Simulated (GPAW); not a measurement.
# bithiophene-5,5'-dithiol between two Al chains: a series of junctions, part 2 of 3

Wanted: the trend of the zero-bias conductance over a family of junctions, bithiophene-5,5'-dithiol between two Al chains.

GPAW 26.7.0; GPAW LCAO, PAW setups; Landauer transmission from Green's functions with principal layers (ASE), zero bias.

So far, conductance (G₀): step 2 (member of the series, box 15.1 × 9 Å, twist 0 degrees) 0.0527; step 3 (another cell, twist 15 degrees) 0.0496; step 4 (another cell, twist 30 degrees) 0.0412. Also open channels of the lead at the Fermi level (one spin): step 2 2.

### 5. Member of the series, box 14.8 × 9 Å: twist = 45

The cell differs from the one that the last finished run ended in (a 14.945 → 14.776 Å; other edges change by under 0.2 %).

File run.py:

```python
import json
import numpy as np
from ase import Atoms
from ase.transport.calculators import TransportCalculator
from gpaw import GPAW, FermiDirac
from gpaw.lcao.tools import get_lcao_hamiltonian
from scipy.linalg import eigh

# The junction with lead layers at both ends, along the third cell vector
device = Atoms(
    ['Al', 'Al', 'Al', 'Al', 'Al', 'Al', 'S', 'H', 'C', 'C', 'C', 'H', 'S', 'C', 'C', 'H', 'C', 'S', 'C', 'C', 'H', 'S', 'Al', 'Al', 'Al', 'Al', 'Al', 'Al'],
    positions=[
        [7.38795, 4.50000, 1.20000],
        [7.38795, 4.50000, 3.60000],
        [7.38795, 4.50000, 6.00000],
        [7.38795, 4.50000, 8.40000],
        [7.38795, 4.50000, 10.80000],
        [7.38795, 4.50000, 13.20000],
        [6.97944, 5.08840, 15.28012],
        [9.63150, 3.62439, 15.75646],
        [9.21228, 4.09144, 16.63907],
        [8.03273, 4.79774, 16.65146],
        [9.82145, 4.04579, 17.92997],
        [10.75731, 3.53562, 18.12429],
        [7.67062, 5.39576, 18.20490],
        [9.09325, 4.71813, 18.89826],
        [9.40533, 4.87835, 20.30602],
        [11.52590, 5.40052, 20.31584],
        [10.62125, 5.21155, 20.88156],
        [8.21206, 4.65731, 21.52837],
        [10.56492, 5.28215, 22.30632],
        [9.30795, 5.00133, 22.78459],
        [11.40977, 5.52745, 22.93870],
        [8.83067, 4.98382, 24.46951],
        [7.38795, 4.50000, 26.05837],
        [7.38795, 4.50000, 28.45837],
        [7.38795, 4.50000, 30.85837],
        [7.38795, 4.50000, 33.25837],
        [7.38795, 4.50000, 35.65837],
        [7.38795, 4.50000, 38.05837]],
    cell=[[14.7759, 0.0, 0.0], [0.0, 9.0, 0.0], [0.0, 0.0, 39.25837]],
    pbc=True)

# One principal layer of the lead: the first 4 atoms of the device
lead = Atoms(
    ['Al', 'Al', 'Al', 'Al'],
    positions=[
        [7.38795, 4.50000, 1.20000],
        [7.38795, 4.50000, 3.60000],
        [7.38795, 4.50000, 6.00000],
        [7.38795, 4.50000, 8.40000]],
    cell=[[14.7759, 0.0, 0.0], [0.0, 9.0, 0.0], [0.0, 0.0, 9.6]],
    pbc=True)

settings = dict(mode='lcao', basis='dzp', xc='PBE', h=0.2,
                occupations=FermiDirac(0.1), maxiter=250,
                mixer=dict(beta=0.1, nmaxold=8, weight=100.0),
                convergence=dict(density=0.0001))
energies = np.arange(-2, 2 + 1e-9, 0.05)
eta = 0.0001
n1, n2 = 1, 1
# k and -k transmit alike, so half of the mesh across the current serves
mesh = [(i, j) for i in range(n1) for j in range(n2) if (i, j) <= (-i % n1, -j % n2)]
weights = np.array([1 if (i, j) == (-i % n1, -j % n2) else 2 for i, j in mesh]) / (n1 * n2)

# [... helper functions left out ...]
fermi_lead = ground_state(lead, (1, 1, 12), 'lead.txt')
fermi_device = ground_state(device, (1, 1, 2), 'device.txt')
# [... loop over the mesh left out, but for ...]
        # Shift the lead onto the potential of the device's first layer
        shift = ((H[:, 0, 0] - H0[:, 0, 0]) / S0[0, 0]).real.mean()
# [...]
kT = 8.617333e-5 * 77
bias = [0.1, 0.2, 0.5, 1.0, 1.5, 2.0]
# [... integrals and printing left out ...]
```

Started as:

```
$ OMP_NUM_THREADS=1 OPENBLAS_NUM_THREADS=1 python run.py
```

The log of the run:

```text
basis functions: device 332, principal layer 52
Fermi level: lead -3.5380 eV, device -3.2660 eV; lead shifted by -0.0042 eV
largest coupling past the next layer 1.05e-15 eV, largest misfit of the first layer 0.050 eV
  E-E_F (eV)   T (one spin)  channels
    -2.000    1.1063e-01    1.0000
    -1.950    6.4134e-04    1.0000
    -1.900    1.6660e-04    1.0000
[...]
1.950    9.4869e-01    3.0000
     2.000    8.6163e-01    3.0000
conductance at 77 K: 0.030604 G0 a cell; thermopower -0.04339 uV/K
current from the zero-bias T(E) at 0.1 V: 0.23558 uA
current from the zero-bias T(E) at 0.2 V: 0.46325 uA
current from the zero-bias T(E) at 0.5 V: 1.048 uA
current from the zero-bias T(E) at 1.0 V: 1.6308 uA
current from the zero-bias T(E) at 1.5 V: 2.4003 uA
current from the zero-bias T(E) at 2.0 V: 2.8026 uA
```

The job ended after 2 min (1 thread of Intel Xeon 6975P-C (Granite Rapids), shared host; peak memory 1.8 GiB).

The conductance, 0.0306 G₀, lies 26 % below that of the member before.

### 6. Member of the series, box 14.7 × 9.4 Å: twist = 60

System of this step: bithiophene-5,5'-dithiol between two Al chains, rings twisted by 60 degrees. The cell holds 28 atoms: 12 Al, 4 S, 4 H and 8 C. Cell: a = 14.671 Å, b = 9.358 Å, c = 39.286 Å, α = 90.0°, β = 90.0°, γ = 90.0°. Regions: left lead, 6 atoms (6 Al); channel, 16 atoms (4 S, 4 H and 8 C); right lead, 6 atoms (6 Al). Vacuum lies along a and b. The structure is stacked along c, and the current runs across the ab planes.

File run.py:

```python
import json
import numpy as np
from ase import Atoms
from ase.transport.calculators import TransportCalculator
from gpaw import GPAW, FermiDirac
from gpaw.lcao.tools import get_lcao_hamiltonian
from scipy.linalg import eigh

# The junction with lead layers at both ends, along the third cell vector
device = Atoms(
    ['Al', 'Al', 'Al', 'Al', 'Al', 'Al', 'S', 'H', 'C', 'C', 'C', 'S', 'H', 'C', 'H', 'C', 'C', 'S', 'C', 'C', 'H', 'S', 'Al', 'Al', 'Al', 'Al', 'Al', 'Al'],
    positions=[
        [7.33554, 4.67897, 1.20000],
        [7.33554, 4.67897, 3.60000],
        [7.33554, 4.67897, 6.00000],
        [7.33554, 4.67897, 8.40000],
        [7.33554, 4.67897, 10.80000],
        [7.33554, 4.67897, 13.20000],
        [7.06124, 5.45688, 15.23951],
        [9.27122, 3.43367, 15.89246],
        [7.99615, 5.02190, 16.65769],
        [8.96822, 4.05214, 16.72827],
        [9.53301, 3.95577, 18.03644],
        [7.77271, 5.80274, 18.15511],
        [10.31414, 3.25000, 18.29257],
        [8.97937, 4.85396, 18.93458],
        [11.42108, 5.57641, 20.31628],
        [9.30483, 5.03730, 20.33648],
        [10.52395, 5.38857, 20.89422],
        [8.12622, 4.82474, 21.57445],
        [10.48193, 5.47963, 22.31832],
        [9.23234, 5.19587, 22.81388],
        [11.33132, 5.74089, 22.93810],
        [8.77284, 5.19929, 24.50383],
        [7.33554, 4.67897, 26.08605],
        [7.33554, 4.67897, 28.48605],
        [7.33554, 4.67897, 30.88605],
        [7.33554, 4.67897, 33.28605],
        [7.33554, 4.67897, 35.68605],
        [7.33554, 4.67897, 38.08605]],
    cell=[[14.67108, 0.0, 0.0], [0.0, 9.35794, 0.0], [0.0, 0.0, 39.28605]],
    pbc=True)

# One principal layer of the lead: the first 4 atoms of the device
lead = Atoms(
    ['Al', 'Al', 'Al', 'Al'],
    positions=[
        [7.33554, 4.67897, 1.20000],
        [7.33554, 4.67897, 3.60000],
        [7.33554, 4.67897, 6.00000],
        [7.33554, 4.67897, 8.40000]],
    cell=[[14.67108, 0.0, 0.0], [0.0, 9.35794, 0.0], [0.0, 0.0, 9.6]],
    pbc=True)

settings = dict(mode='lcao', basis='dzp', xc='PBE', h=0.2,
                occupations=FermiDirac(0.1), maxiter=250,
                mixer=dict(beta=0.1, nmaxold=8, weight=100.0),
                convergence=dict(density=0.0001))
energies = np.arange(-2, 2 + 1e-9, 0.05)
eta = 0.0001
n1, n2 = 1, 1
# k and -k transmit alike, so half of the mesh across the current serves
mesh = [(i, j) for i in range(n1) for j in range(n2) if (i, j) <= (-i % n1, -j % n2)]
weights = np.array([1 if (i, j) == (-i % n1, -j % n2) else 2 for i, j in mesh]) / (n1 * n2)

# [... helper functions left out ...]
fermi_lead = ground_state(lead, (1, 1, 12), 'lead.txt')
fermi_device = ground_state(device, (1, 1, 2), 'device.txt')
# [... loop over the mesh left out, but for ...]
        # Shift the lead onto the potential of the device's first layer
        shift = ((H[:, 0, 0] - H0[:, 0, 0]) / S0[0, 0]).real.mean()
# [...]
kT = 8.617333e-5 * 77
bias = [0.1, 0.2, 0.5, 1.0, 1.5, 2.0]
# [... integrals and printing left out ...]
```

The log of the run:

```text
basis functions: device 332, principal layer 52
Fermi level: lead -3.5592 eV, device -3.2947 eV; lead shifted by -0.0040 eV
largest coupling past the next layer 1.62e-15 eV, largest misfit of the first layer 0.049 eV
  E-E_F (eV)   T (one spin)  channels
    -2.000    2.3514e-04    1.0000
    -1.950    7.4028e-04    1.0000
    -1.900    8.8141e-03    1.0000
[...]
1.950    5.5836e-01    3.0000
     2.000    7.6355e-01    3.0000
conductance at 77 K: 0.020165 G0 a cell; thermopower -0.04634 uV/K
current from the zero-bias T(E) at 0.1 V: 0.1552 uA
current from the zero-bias T(E) at 0.2 V: 0.30505 uA
current from the zero-bias T(E) at 0.5 V: 0.68807 uA
current from the zero-bias T(E) at 1.0 V: 1.0949 uA
current from the zero-bias T(E) at 1.5 V: 1.8759 uA
current from the zero-bias T(E) at 2.0 V: 2.2909 uA
```

Wall time 2.1 min (1 thread); peak memory 1.9 GiB.

The conductance, 0.0202 G₀, lies 34 % below that of the member before.

### 7. Member of the series, box 14.7 × 10.9 Å: twist = 75

System of this step: bithiophene-5,5'-dithiol between two Al chains, rings twisted by 75 degrees. The cell holds 28 atoms: 12 Al, 4 S, 4 H and 8 C. Its edges and angles: a = 14.741 Å, b = 10.881 Å, c = 39.319 Å, α = 90.0°, β = 90.0°, γ = 90.0°. Regions: left lead, 6 atoms (6 Al); channel, 16 atoms (4 S, 4 H and 8 C); right lead, 6 atoms (6 Al). Vacuum lies along a and b. The structure is stacked along c, and the current runs across the ab planes.

File run.py:

```python
import json
import numpy as np
from ase import Atoms
from ase.transport.calculators import TransportCalculator
from gpaw import GPAW, FermiDirac
from gpaw.lcao.tools import get_lcao_hamiltonian
from scipy.linalg import eigh

# The junction with lead layers at both ends, along the third cell vector
device = Atoms(
    ['Al', 'Al', 'Al', 'Al', 'Al', 'Al', 'S', 'H', 'C', 'C', 'S', 'C', 'H', 'C', 'H', 'C', 'C', 'S', 'C', 'C', 'H', 'S', 'Al', 'Al', 'Al', 'Al', 'Al', 'Al'],
    positions=[
        [7.37066, 5.44028, 1.20000],
        [7.37066, 5.44028, 3.60000],
        [7.37066, 5.44028, 6.00000],
        [7.37066, 5.44028, 8.40000],
        [7.37066, 5.44028, 10.80000],
        [7.37066, 5.44028, 13.20000],
        [7.43943, 6.36816, 15.19357],
        [8.62081, 3.66960, 16.04549],
        [8.11326, 5.69267, 16.66468],
        [8.59987, 4.41728, 16.82871],
        [8.23211, 6.60368, 18.09920],
        [9.07574, 4.19348, 18.15650],
        [9.49717, 3.25000, 18.48227],
        [8.94161, 5.30288, 18.97574],
        [11.49132, 5.60742, 20.31709],
        [9.31461, 5.43843, 20.37122],
        [10.58406, 5.58019, 20.90893],
        [8.13571, 5.43999, 21.62704],
        [10.57958, 5.68785, 22.33248],
        [9.30745, 5.62579, 22.84766],
        [11.47033, 5.80464, 22.93810],
        [8.88070, 5.72054, 24.54353],
        [7.37066, 5.44028, 26.11872],
        [7.37066, 5.44028, 28.51872],
        [7.37066, 5.44028, 30.91872],
        [7.37066, 5.44028, 33.31872],
        [7.37066, 5.44028, 35.71872],
        [7.37066, 5.44028, 38.11872]],
    cell=[[14.74132, 0.0, 0.0], [0.0, 10.88056, 0.0], [0.0, 0.0, 39.31872]],
    pbc=True)

# One principal layer of the lead: the first 4 atoms of the device
lead = Atoms(
    ['Al', 'Al', 'Al', 'Al'],
    positions=[
        [7.37066, 5.44028, 1.20000],
        [7.37066, 5.44028, 3.60000],
        [7.37066, 5.44028, 6.00000],
        [7.37066, 5.44028, 8.40000]],
    cell=[[14.74132, 0.0, 0.0], [0.0, 10.88056, 0.0], [0.0, 0.0, 9.6]],
    pbc=True)

settings = dict(mode='lcao', basis='dzp', xc='PBE', h=0.2,
                occupations=FermiDirac(0.1), maxiter=250,
                mixer=dict(beta=0.1, nmaxold=8, weight=100.0),
                convergence=dict(density=0.0001))
energies = np.arange(-2, 2 + 1e-9, 0.05)
eta = 0.0001
n1, n2 = 1, 1
# k and -k transmit alike, so half of the mesh across the current serves
mesh = [(i, j) for i in range(n1) for j in range(n2) if (i, j) <= (-i % n1, -j % n2)]
weights = np.array([1 if (i, j) == (-i % n1, -j % n2) else 2 for i, j in mesh]) / (n1 * n2)

# [... helper functions left out ...]
fermi_lead = ground_state(lead, (1, 1, 12), 'lead.txt')
fermi_device = ground_state(device, (1, 1, 2), 'device.txt')
# [... loop over the mesh left out, but for ...]
        # Shift the lead onto the potential of the device's first layer
        shift = ((H[:, 0, 0] - H0[:, 0, 0]) / S0[0, 0]).real.mean()
# [...]
kT = 8.617333e-5 * 77
bias = [0.1, 0.2, 0.5, 1.0, 1.5, 2.0]
# [... integrals and printing left out ...]
```

The log of the run:

```text
basis functions: device 332, principal layer 52
Fermi level: lead -3.6489 eV, device -3.4092 eV; lead shifted by -0.0029 eV
largest coupling past the next layer 1.57e-15 eV, largest misfit of the first layer 0.049 eV
  E-E_F (eV)   T (one spin)  channels
    -2.000    5.1679e-05    1.0000
    -1.950    9.4199e-05    1.0000
    -1.900    1.7336e-04    1.0000
[...]
1.950    1.8571e-01    3.0000
     2.000    2.5086e-01    3.0000
conductance at 77 K: 0.01179 G0 a cell; thermopower 0.6308 uV/K
current from the zero-bias T(E) at 0.1 V: 0.090665 uA
current from the zero-bias T(E) at 0.2 V: 0.17781 uA
current from the zero-bias T(E) at 0.5 V: 0.39474 uA
current from the zero-bias T(E) at 1.0 V: 0.63661 uA
current from the zero-bias T(E) at 1.5 V: 1.3779 uA
current from the zero-bias T(E) at 2.0 V: 1.8894 uA
```

It took 2 min on 1 thread; peak memory 2.1 GiB.

The conductance, 0.0118 G₀, lies 42 % below that of the member before.

### 8. Member of the series, box 14.4 × 11.9 Å: twist = 90

The cell differs from the one that the last finished run ended in (a 14.741 → 14.387 Å, b 10.881 → 11.884 Å; other edges change by under 0.2 %).

File run.py:

```python
import json
import numpy as np
from ase import Atoms
from ase.transport.calculators import TransportCalculator
from gpaw import GPAW, FermiDirac
from gpaw.lcao.tools import get_lcao_hamiltonian
from scipy.linalg import eigh

# The junction with lead layers at both ends, along the third cell vector
device = Atoms(
    ['Al', 'Al', 'Al', 'Al', 'Al', 'Al', 'S', 'H', 'C', 'C', 'S', 'C', 'H', 'C', 'H', 'C', 'C', 'S', 'C', 'C', 'H', 'S', 'Al', 'Al', 'Al', 'Al', 'Al', 'Al'],
    positions=[
        [7.19364, 5.94203, 1.20000],
        [7.19364, 5.94203, 3.60000],
        [7.19364, 5.94203, 6.00000],
        [7.19364, 5.94203, 8.40000],
        [7.19364, 5.94203, 10.80000],
        [7.19364, 5.94203, 13.20000],
        [7.82086, 6.75516, 15.14562],
        [7.25589, 3.93304, 16.20399],
        [8.02083, 5.91542, 16.67184],
        [7.68905, 4.60692, 16.93278],
        [8.67895, 6.68560, 18.04136],
        [7.98339, 4.23963, 18.28113],
        [7.79344, 3.25000, 18.67915],
        [8.53306, 5.27587, 19.01869],
        [11.04567, 4.65099, 20.31841],
        [8.95179, 5.26519, 20.40772],
        [10.19722, 4.94531, 20.92474],
        [7.87008, 5.68041, 21.68223],
        [10.25364, 5.04240, 22.34794],
        [9.05055, 5.43391, 22.88354],
        [11.13728, 4.83332, 22.93898],
        [8.71193, 5.66778, 24.58581],
        [7.19364, 5.94203, 26.15411],
        [7.19364, 5.94203, 28.55411],
        [7.19364, 5.94203, 30.95411],
        [7.19364, 5.94203, 33.35411],
        [7.19364, 5.94203, 35.75411],
        [7.19364, 5.94203, 38.15411]],
    cell=[[14.38728, 0.0, 0.0], [0.0, 11.88407, 0.0], [0.0, 0.0, 39.35411]],
    pbc=True)

# One principal layer of the lead: the first 4 atoms of the device
lead = Atoms(
    ['Al', 'Al', 'Al', 'Al'],
    positions=[
        [7.19364, 5.94203, 1.20000],
        [7.19364, 5.94203, 3.60000],
        [7.19364, 5.94203, 6.00000],
        [7.19364, 5.94203, 8.40000]],
    cell=[[14.38728, 0.0, 0.0], [0.0, 11.88407, 0.0], [0.0, 0.0, 9.6]],
    pbc=True)

settings = dict(mode='lcao', basis='dzp', xc='PBE', h=0.2,
                occupations=FermiDirac(0.1), maxiter=250,
                mixer=dict(beta=0.1, nmaxold=8, weight=100.0),
                convergence=dict(density=0.0001))
energies = np.arange(-2, 2 + 1e-9, 0.05)
eta = 0.0001
n1, n2 = 1, 1
# k and -k transmit alike, so half of the mesh across the current serves
mesh = [(i, j) for i in range(n1) for j in range(n2) if (i, j) <= (-i % n1, -j % n2)]
weights = np.array([1 if (i, j) == (-i % n1, -j % n2) else 2 for i, j in mesh]) / (n1 * n2)

# [... helper functions left out ...]
fermi_lead = ground_state(lead, (1, 1, 12), 'lead.txt')
fermi_device = ground_state(device, (1, 1, 2), 'device.txt')
# [... loop over the mesh left out, but for ...]
        # Shift the lead onto the potential of the device's first layer
        shift = ((H[:, 0, 0] - H0[:, 0, 0]) / S0[0, 0]).real.mean()
# [...]
kT = 8.617333e-5 * 77
bias = [0.1, 0.2, 0.5, 1.0, 1.5, 2.0]
# [... integrals and printing left out ...]
```

The log of the run:

```text
basis functions: device 332, principal layer 52
Fermi level: lead -3.6817 eV, device -3.4517 eV; lead shifted by -0.0033 eV
largest coupling past the next layer 1.29e-15 eV, largest misfit of the first layer 0.047 eV
  E-E_F (eV)   T (one spin)  channels
    -2.000    1.8824e-05    1.0000
    -1.950    3.6743e-05    1.0000
    -1.900    6.4042e-05    1.0000
[...]
1.950    1.5853e-01    3.0000
     2.000    1.9536e-01    3.0000
conductance at 77 K: 0.0073171 G0 a cell; thermopower 2.796 uV/K
current from the zero-bias T(E) at 0.1 V: 0.056128 uA
current from the zero-bias T(E) at 0.2 V: 0.10935 uA
current from the zero-bias T(E) at 0.5 V: 0.23183 uA
current from the zero-bias T(E) at 1.0 V: 0.35501 uA
current from the zero-bias T(E) at 1.5 V: 1.0144 uA
current from the zero-bias T(E) at 2.0 V: 1.6377 uA
```

Elapsed: 2.5 min, on 1 thread; peak memory 2.3 GiB.

One spin. The transmission, zone mean by energy, zero at the Fermi level:

energy (eV), transmission, zone mean and a bar:
```
   -2.000      0.000 
   -1.800      0.000 
   -1.600      0.020 ###
   -1.400      0.000 
   -1.200      0.000 
   -1.000      0.000 
   -0.800      0.000 
   -0.600      0.000 
   -0.400      0.000 
   -0.200      0.006 #
    0.000      0.007 #
    0.200      0.004 #
    0.400      0.004 #
    0.600      0.026 ####
    0.750      0.057 #########
    0.800      0.045 #######
    1.000      0.022 ###
    1.200      0.027 ####
    1.400      0.036 ######
    1.600      0.054 ########
    1.800      0.093 ##############
    2.000      0.195 ##############################
```

The conductance, 0.00732 G₀, lies 38 % below that of the member before.

### 9. Side by side

Times are for 1 thread of Intel Xeon 6975P-C (Granite Rapids), shared host. The series side by side:

| no. | twist (degrees) | conductance (G₀) | time | memory (GiB) |
| --- | --- | --- | --- | --- |
| 1 | 0 | 0.05274 | 2.1 min | 1.9 |
| 2 | 15 | 0.04957 | 1.9 min | 1.9 |
| 3 | 30 | 0.04121 | 2.1 min | 1.9 |
| 4 | 45 | 0.03060 | 2 min | 1.8 |
| 5 | 60 | 0.02016 | 2.1 min | 1.9 |
| 6 | 75 | 0.01179 | 2 min | 2.1 |
| 7 | 90 | 0.007317 | 2.5 min | 2.3 |

The runs together. Table of transmission, zone mean by energy, zero at the Fermi level:

| energy (eV) | 0 | 15 | 30 | 60 | 75 | 90 |
| --- | --- | --- | --- | --- | --- | --- |
| -2.000 | 5.8e-7 | 5.0e-7 | 5.3e-5 | 2.4e-4 | 5.2e-5 | 1.9e-5 |
| -1.800 | 1.7e-7 | 2.0e-8 | 3.7e-6 | 5.2e-4 | 9.5e-4 | 1.8e-4 |
| -1.600 | 4.3e-8 | 3.0e-12 | 3.7e-7 | 1.1e-5 | 9.5e-5 | 0.0198 |
| -1.400 | 7.5e-9 | 7.0e-9 | 2.3e-8 | 1.4e-5 | 8.4e-4 | 1.2e-4 |
| -1.200 | 0 | 0 | 0 | 1.0e-12 | 0 | 0 |
| -1.000 | 0 | 0 | 0 | 0 | 0 | 0 |
| -0.800 | 0 | 0 | 0 | 0 | 0 | 0 |
| -0.600 | 0 | 0 | 0 | 0 | 0 | 0 |
| -0.400 | 0.00160 | 0.00124 | 0.00135 | 7.6e-4 | 2.2e-4 | 2.3e-4 |
| -0.200 | 0.0398 | 0.0372 | 0.0306 | 0.0144 | 0.00855 | 0.00593 |
| 0.000 | 0.0529 | 0.0497 | 0.0413 | 0.0202 | 0.0118 | 0.00736 |
| 0.200 | 0.0429 | 0.0404 | 0.0340 | 0.0169 | 0.00902 | 0.00369 |
| 0.400 | 0.0338 | 0.0322 | 0.0279 | 0.0161 | 0.00963 | 0.00420 |
| 0.600 | 0.0326 | 0.0319 | 0.0304 | 0.0291 | 0.0282 | 0.0259 |
| 0.800 | 0.0397 | 0.0229 | 0.0124 | 0.0323 | 0.0410 | 0.0453 |
| 1.000 | 0.0554 | 0.0485 | 0.0339 | 0.0159 | 0.0168 | 0.0218 |
| 1.200 | 0.0957 | 0.0827 | 0.0563 | 0.0236 | 0.0221 | 0.0267 |
| 1.400 | 0.220 | 0.183 | 0.114 | 0.0371 | 0.0305 | 0.0359 |
| 1.600 | 0.688 | 0.574 | 0.329 | 0.0714 | 0.0478 | 0.0537 |
| 1.700 | 0.948 | 0.909 | 0.620 | 0.112 | 0.0640 | 0.0691 |
| 1.750 | 0.890 | 0.942 | 0.808 | 0.146 | 0.0757 | 0.0796 |
| 1.800 | 0.739 | 0.838 | 0.935 | 0.197 | 0.0913 | 0.0927 |
| 2.000 | 0.287 | 0.334 | 0.507 | 0.764 | 0.251 | 0.195 |

The runs together. Table of open channels, zone mean, 0 = 15 = 30 = 60 = 75 = 90 by energy, zero at the Fermi level:

| energy (eV) | open channels, zone mean, 0 = 15 = 30 = 60 = 75 = 90 |
| --- | --- |
| -2.00 | 1 |
| -1.90 | 1 |
| -1.80 | 1 |
| -1.70 | 1 |
| -1.55 | 1 |
| -1.45 | 1 |
| -1.35 | 1 |
| -1.25 | 0 |
| -1.15 | 0 |
| -1.05 | 0 |
| -0.90 | 0 |
| -0.80 | 0 |
| -0.70 | 0 |
| -0.60 | 0 |
| -0.50 | 0 |
| -0.40 | 2 |
| -0.25 | 2 |
| -0.15 | 2 |
| -0.05 | 2 |
| 0.00 | 2 |
| 0.05 | 2 |
| 0.15 | 2 |
| 0.25 | 2 |
| 0.40 | 2 |
| 0.50 | 2 |
| 0.60 | 2 |
| 0.70 | 2 |
| 0.80 | 2 |
| 0.90 | 2 |
| 1.05 | 3 |
| 1.15 | 3 |
| 1.25 | 3 |
| 1.35 | 3 |
| 1.45 | 3 |
| 1.55 | 3 |
| 1.70 | 3 |
| 1.80 | 3 |
| 1.90 | 3 |
| 2.00 | 3 |

(Part 2 of 3 ends here.)

[Logs are printed without paths, hosts, clocks, repeated set-up lines and the standing remarks that a program may print on its own settings, such as how far it seeks lower states.]

[Hosts, paths, dates, database ids (printed as entryN), source tags and the programs' standing remarks are cut or masked in the printed files.]
